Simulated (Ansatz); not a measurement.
# Free carriers and the phonons of BAs (F-43m), part 2 of 2

Aim: how far do free carriers move the optical modes of BAs (F-43m)?

Ansatz 0.2.0; DFT LDA, scalar-relativistic, plane waves, PAW; PAW set soft_1.

So far. Step 3 (Tight relaxation): The forces vanish by symmetry and the pressure is 0.009 GPa, within the tolerances set. The cell now holds 13.24 Å³/atom. Step 4 (Ground state of a member: no carriers): The forces vanish by symmetry. The relaxed cell has a = 4.732 Å (conventional setting).

**5. Modes of this member: no carriers**

Phonons follow from the second derivative of the energy, found here by linear response.

The zone-centre modes follow for no carriers.

The input, input.yaml:

```yaml
crystal:
  lattice:
    - [0.0, 2.3658309558, 2.3658309558]
    - [2.3658309558, 0.0, 2.3658309558]
    - [2.3658309558, 2.3658309558, 0.0]
  atoms:
    - { symbol: B, position: [0.0, 0.0, 0.0] }
    - { symbol: As, position: [0.75, 0.75, 0.75] }
kpoints:
  mp_grid: { grid: [36, 36, 36] }
hamiltonian:
  xc: lda
  pseudopotentials: { kind: paw, azcp: { folder: soft_1 }, xc_functional: pbe }
scf:
  occupations: { method: fermi_dirac, width: 0.03 }
output:
  eigenvalues: true
phonons:
  method: dfpt
```

Launch:

```
$ ansatz run input.yaml --threads 4 --pin off --max-ram 16384MiB --backend cpu --events-out ev --progress --plain --runs-dir out
```

Numbers of over 12 decimals in the logs are rounded to 6 here.

What it wrote:

```text
zone centre: on kpoints.mp_grid the ground state, and the responses unless they are solved on pairs of k-points, stand on 3349 of the mesh's 46656 k-points, reduced under 8 symmetry operations, with k and −k counted as one. Each operation leaves every solved displacement unchanged or reverses it
[...]
Crystal: 2 atoms, lattice volume = 26.484 Å³
Basis set: ecut = 420 eV, 531 PW (Γ), exchange–correlation on 48×48×48 points (8 copies of the dense FFT grid, shifted against one another)
Bands: 13, of which v1, the nominal top of the filled ones, is band 9 counted from 1 (8 counted from 0)
Symmetry: 24 space group operations
k-points: 3349 of 46656 (irreducible under 8 space group operations, time reversal used)
[...]
SCF iter   1: F=—  HF=-4924.241091 eV  |F-HF|=—  |Δ(HF+E_count)|=         —  Δρ=7.88e-2  dr2=2.11e0  ethr=3.10e-3  ⟨swp⟩=5.8  Hψ=250093  notcnv=0
[...]
SCF iter   9: F=-4923.535351 eV  HF=-4923.535351 eV  |F-HF|=9.09e-13  |Δ(HF+E_count)|=  4.55e-12  Δρ=1.10e-8  dr2=2.25e-14  ethr=1.00e-12  ⟨swp⟩=5.2  Hψ=186815  notcnv=0
SCF 1 converged in 9 iterations: F = -4923.535351 eV  dr2 = 2.25e-14
[...]
DFPT response loops at Γ: preconditioner auto → none (the input reference at scf.mixing.eps_inf says where Resta's filter doesn't serve); β = 0.50; Broyden in place of MSR1
SCF converged after 9 iterations
Free energy (F): -4923.535351 eV
[...]
Internal energy: -4923.535351 eV  (E = F + TS)
E sigma→0 (E₀):  -4923.535351 eV
Fermi energy:    11.410078 eV
[...]
--- Band table (eV; the first three rows and the last of 3349) ---
  k-point 0: bands = [... 5 lower, -4.7899, 10.8612, 10.8612, 10.8612, 14.1508, 14.1508, 14.1508, 15.8721]
  k-point 1: bands = [... 5 lower, -4.7769, 10.7205, 10.8334, 10.8334, 14.1869, 14.1869, 14.1925, 15.9390]
  k-point 2: bands = [... 5 lower, -4.7380, 10.3435, 10.7546, 10.7546, 14.2738, 14.2901, 14.2901, 16.1393]
  k-point 3348: bands = [... 5 lower, -0.3560, 2.8085, 5.1896, 5.4934, 16.0706, 16.8735, 17.6338, 18.0903]
--- Phonons (Γ-DFPT): 2 representative perturbations + reference, on 3349 of 46656 k-points (Σ response iterations 6) ---
  k mesh reduced under 8 symmetry operations, with k and −k counted as one. Each operation leaves every solved displacement unchanged or reverses it
  ASR residual: 3.802e-6 → 0.000e0 eV/Å²; symmetrization residual: 5.907e-7 eV/Å²
  ASR residual per site (eV/Å²): 1.71e-6 3.80e-6
  Γ frequencies (cm⁻¹): 0.00 0.00 0.00 699.91 699.91 699.91
  non-analytic LO–TO correction: not included (Born effective charges unavailable; polar crystals: no LO–TO splitting at Γ)
```

Wall time 96 s (4 threads of Arm Neoverse V1, shared host); peak memory 3.4 GiB.

This step gave:

| Quantity | Value |
| --- | --- |
| sum-rule residual before enforcement | 3.80e-6 eV/Å² |
| point group | -43m |
| highest optical mode at the zone centre (no LO-TO term) | 699.9 cm⁻¹ |
| lowest optical zone-centre mode | 699.9 cm⁻¹ |

Without the LO-TO term. Patterns of degenerate modes are one choice out of their space. The modes at Γ (shares of kinetic energy by element, %):

```tsv
mode	frequency (cm⁻¹)	symmetry	B %	As %
1	0.0	acoustic	13	87
2	0.0	acoustic	13	87
3	0.0	acoustic	13	87
4	699.9	T2	87	13
5	699.9	T2	87	13
6	699.9	T2	87	13
```

Displacements in mode 6 (699.9 cm⁻¹), the largest set to 1:
```
B1   0.00  0.00  1.00
As2  0.00  0.00 -0.14
```

The optical mode without the LO-TO term lies at 699.9 cm⁻¹.

**6. Ground state of a member: 15 × 10²⁰ electrons per cm³**

The cell of the neutral crystal is kept with 15 × 10²⁰ electrons per cm³, balanced by a uniform background. The bands are sampled on 36×36×36 points with Fermi-Dirac filling of 0.03 eV.

input.yaml: that of step 5 with these lines changed.

```diff
@@ -8,2 +8,3 @@
     - { symbol: As, position: [0.75, 0.75, 0.75] }
+total_charge: -0.039726
 kpoints:
@@ -16,4 +17,4 @@
 output:
+  forces: true
+  stress: true
   eigenvalues: true
-phonons:
-  method: dfpt
```

What it wrote:

```text
[...]
Crystal: 2 atoms, lattice volume = 26.484 Å³
Basis set: ecut = 420 eV, 531 PW (Γ)
Bands: 14, of which v1, the nominal top of the filled ones, is band 9 counted from 1 (8 counted from 0)
Symmetry: 24 space group operations
[...]
k-points: 1240 of 46656 (time reversal used)
[...]
k-point 0: bands = [... 5 lower, -4.8065, 10.8487, 10.8487, 10.8487, 14.1342, 14.1342, 14.1342, 15.8592, ... 1 higher]
  k-point 1: bands = [... 5 lower, -4.7935, 10.7079, 10.8210, 10.8210, 14.1704, 14.1704, 14.1760, 15.9260, ... 1 higher]
  k-point 2: bands = [... 5 lower, -4.7546, 10.3305, 10.7420, 10.7420, 14.2575, 14.2738, 14.2738, 16.1263, ... 1 higher]
  k-point 1239: bands = [... 5 lower, -0.3703, 2.7946, 5.1708, 5.4753, 16.0506, 16.8599, 17.6089, 18.0736, ... 1 higher]
[key lines of the parts left out:]
SCF converged after 7 iterations
Free energy (F): -4923.052269 eV
Fermi energy:    12.278418 eV
P = ⅓ Tr σ = -0.5510 GPa (-5.510 kbar)
```

Elapsed: 12 s, on 4 threads; peak memory 0.79 GiB; 46 s of CPU time.

The forces vanish by symmetry.

**7. Modes of this member: 15 × 10²⁰ electrons per cm³**

The zone-centre modes follow for 15 × 10²⁰ electrons per cm³.

input.yaml: that of step 6 with these lines changed.

```diff
@@ -17,4 +17,4 @@
 output:
-  forces: true
-  stress: true
   eigenvalues: true
+phonons:
+  method: dfpt
```

What it wrote:

```text
[...]
Crystal: 2 atoms, lattice volume = 26.484 Å³
Basis set: ecut = 420 eV, 531 PW (Γ), exchange–correlation on 48×48×48 points (8 copies of the dense FFT grid, shifted against one another)
Bands: 14, of which v1, the nominal top of the filled ones, is band 9 counted from 1 (8 counted from 0)
Symmetry: 24 space group operations
k-points: 3349 of 46656 (irreducible under 8 space group operations, time reversal used)
[...]
k-point 2: bands = [... 5 lower, -4.7546, 10.3305, 10.7420, 10.7420, 14.2575, 14.2738, 14.2738, 16.1263, ... 1 higher]
  k-point 3348: bands = [... 5 lower, -0.3704, 2.7946, 5.1708, 5.4753, 16.0506, 16.8599, 17.6089, 18.0736, ... 1 higher]
[...]
ASR residual: 1.188e-4 → 0.000e0 eV/Å²; symmetrization residual: 5.446e-7 eV/Å²
  ASR residual per site (eV/Å²): 1.19e-4 2.14e-5
  Γ frequencies (cm⁻¹): 0.00 0.00 0.00 685.75 685.75 685.75
[...]
[key lines of the parts left out:]
SCF converged after 8 iterations
Free energy (F): -4923.052270 eV
Fermi energy:    12.278415 eV
```

The job ended after 1.7 min (4 threads; peak memory 3.5 GiB).

Numbers from this step:

```
sum-rule residual before enforcement                    : 1.19e-4 eV/Å²
highest optical mode at the zone centre (no LO-TO term) : 685.8 cm⁻¹
lowest optical zone-centre mode                         : 685.8 cm⁻¹
```

Without the LO-TO term. Patterns of degenerate modes are one choice out of their space. Modes at Γ, with each element's share of the kinetic energy:

```tsv
mode	frequency (cm⁻¹)	symmetry	B %	As %
1	0.0	acoustic	13	87
2	0.0	acoustic	13	87
3	0.0	acoustic	13	87
4	685.8	T2	87	13
5	685.8	T2	87	13
6	685.8	T2	87	13
```

The optical mode without the LO-TO term lies at 685.8 cm⁻¹.

For the highest optical mode at the zone centre (no LO-TO term), step 5 gave 700 cm⁻¹; this run, with carriers 15 × 10²⁰ cm⁻³, gives 686 cm⁻¹ (-2 %).

**8. A check on a coarser mesh: 2 × 10²⁰ electrons per cm³**

To see what the mesh is worth, the run for 2 × 10²⁰ electrons per cm³ is repeated on 29×29×29 points.

input.yaml: that of step 7 with these lines changed.

```diff
@@ -8,5 +8,5 @@
     - { symbol: As, position: [0.75, 0.75, 0.75] }
-total_charge: -0.039726
+total_charge: -0.005297
 kpoints:
-  mp_grid: { grid: [36, 36, 36] }
+  mp_grid: { grid: [29, 29, 29] }
 hamiltonian:
```

What it wrote:

```text
[...]
Crystal: 2 atoms, lattice volume = 26.484 Å³
Basis set: ecut = 420 eV, 531 PW (Γ), exchange–correlation on 48×48×48 points (8 copies of the dense FFT grid, shifted against one another)
Bands: 14, of which v1, the nominal top of the filled ones, is band 9 counted from 1 (8 counted from 0)
Symmetry: 24 space group operations
k-points: 1800 of 24389 (irreducible under 8 space group operations, time reversal used)
[...]
k-point 2: bands = [... 5 lower, -4.7122, 10.1007, 10.6996, 10.6996, 14.3040, 14.3579, 14.3579, 16.2783, ... 1 higher]
  k-point 1799: bands = [... 5 lower, -0.3747, 2.8125, 5.1391, 5.5752, 16.0073, 16.8092, 17.5945, 18.2728, ... 1 higher]
[...]
ASR residual: 1.890e-5 → 0.000e0 eV/Å²; symmetrization residual: 8.055e-7 eV/Å²
  ASR residual per site (eV/Å²): 1.89e-5 3.93e-6
  Γ frequencies (cm⁻¹): 0.00 0.00 0.00 698.51 698.51 698.51
[...]
[key lines of the parts left out:]
SCF converged after 9 iterations
Free energy (F): -4923.471766 eV
Fermi energy:    12.053128 eV
```

The job ended after 59 s (4 threads; peak memory 2 GiB; 3.7 min of CPU time).

This step gave:

* sum-rule residual before enforcement: 1.89e-5 eV/Å²
* highest optical mode at the zone centre (no LO-TO term): 698.5 cm⁻¹
* lowest optical zone-centre mode: 698.5 cm⁻¹

The highest mode comes at 698.5 cm⁻¹, against 698.5 cm⁻¹ on 36×36×36 points.

**9. A check on a coarser mesh: 10 × 10²⁰ electrons per cm³**

To see what the mesh is worth, the run for 10 × 10²⁰ electrons per cm³ is repeated on 29×29×29 points.

input.yaml: that of step 8 with these lines changed.

```diff
@@ -8,3 +8,3 @@
     - { symbol: As, position: [0.75, 0.75, 0.75] }
-total_charge: -0.005297
+total_charge: -0.026484
 kpoints:
```

What it wrote:

```text
[...]
Crystal: 2 atoms, lattice volume = 26.484 Å³
Basis set: ecut = 420 eV, 531 PW (Γ), exchange–correlation on 48×48×48 points (8 copies of the dense FFT grid, shifted against one another)
Bands: 14, of which v1, the nominal top of the filled ones, is band 9 counted from 1 (8 counted from 0)
Symmetry: 24 space group operations
k-points: 1800 of 24389 (irreducible under 8 space group operations, time reversal used)
[...]
k-point 2: bands = [... 5 lower, -4.7210, 10.0936, 10.6929, 10.6929, 14.2953, 14.3492, 14.3492, 16.2713, ... 1 higher]
  k-point 1799: bands = [... 5 lower, -0.3824, 2.8051, 5.1290, 5.5655, 15.9968, 16.8013, 17.5826, 18.2631, ... 1 higher]
[...]
ASR residual: 1.065e-4 → 0.000e0 eV/Å²; symmetrization residual: 7.950e-7 eV/Å²
  ASR residual per site (eV/Å²): 1.07e-4 1.84e-5
  Γ frequencies (cm⁻¹): 0.00 0.00 0.00 690.80 690.80 690.80
[...]
[key lines of the parts left out:]
SCF converged after 8 iterations
Free energy (F): -4923.214458 eV
Fermi energy:    12.217805 eV
```

Wall time 56 s (4 threads); peak memory 2.1 GiB; 3.5 min of CPU time.

Numbers from this step:

```yaml
sum_rule_residual_before_enforcement: 1.07e-4 eV/Å²
highest_optical_mode_at_the_zone_centre_no_lo_to_term: 690.8 cm⁻¹
lowest_optical_zone_centre_mode: 690.8 cm⁻¹
```

The highest mode comes at 690.8 cm⁻¹, against 690.9 cm⁻¹ on 36×36×36 points.

**10. The series together**

The members are set side by side, also those not shown above.

Electrons count positive and holes negative; without the LO-TO term; modes are tracked from the neutral crystal by their patterns, and those within 0.3 cm⁻¹ of each other stand once; the cell of the neutral crystal is kept and the atoms are relaxed where symmetry leaves them free; all runs use 36×36×36 k points and Fermi-Dirac smearing of 0.03 eV. Optical modes along the series:

```tsv
carriers (10²⁰ cm⁻³)	mode 4 T2 (cm⁻¹)
0	699.9
1	699.2
2	698.5
4	696.9
6	695
10	690.9
15	685.8
```

**11. Results**

```yaml
members: 7
mode: mode 4 T2
its_frequency_without_carriers: 699.91 cm⁻¹
its_frequency_at_15_x_1e20_cm_minus3: 685.75 cm⁻¹
```

What this shows: At 15 × 10²⁰ electrons per cm³ the optical mode has moved by -14.16 cm⁻¹ from 699.91 cm⁻¹. At 2 and 10 × 10²⁰ cm⁻³ the coarser mesh moves the optical modes by up to 0.10 cm⁻¹, a measure of the error left by the mesh there. The response is adiabatic: the carriers follow the ions at once. Where they cannot, as for a zone-centre mode faster than their scattering, measured shifts differ, and line shapes are not given here. The background stands for dopants without their size, scattering or local bonds, and the cell is that of the neutral crystal, although carriers also change the volume at rest, which would shift the modes as well. In a polar crystal the carriers also screen the field of the longitudinal modes, often the largest effect; only modes without that field are treated here. These are harmonic frequencies of a static lattice, with warm electrons: anharmonic shifts, linewidths and thermal expansion are left out. The PAW files were made for PBE; the program adapts parts of them to the functional of the run, but their partial waves stay those of PBE, an approximation that was not tested in this session. Only the zone centre was solved, so an instability at another wavevector cannot show here.

[Logs are printed without paths, hosts, clocks, repeated set-up lines and the standing remarks that a program may print on its own settings, such as how far it seeks lower states.]

[Hosts, paths, dates, database ids (printed as entryN), source tags and the programs' standing remarks are cut or masked in the printed files.]
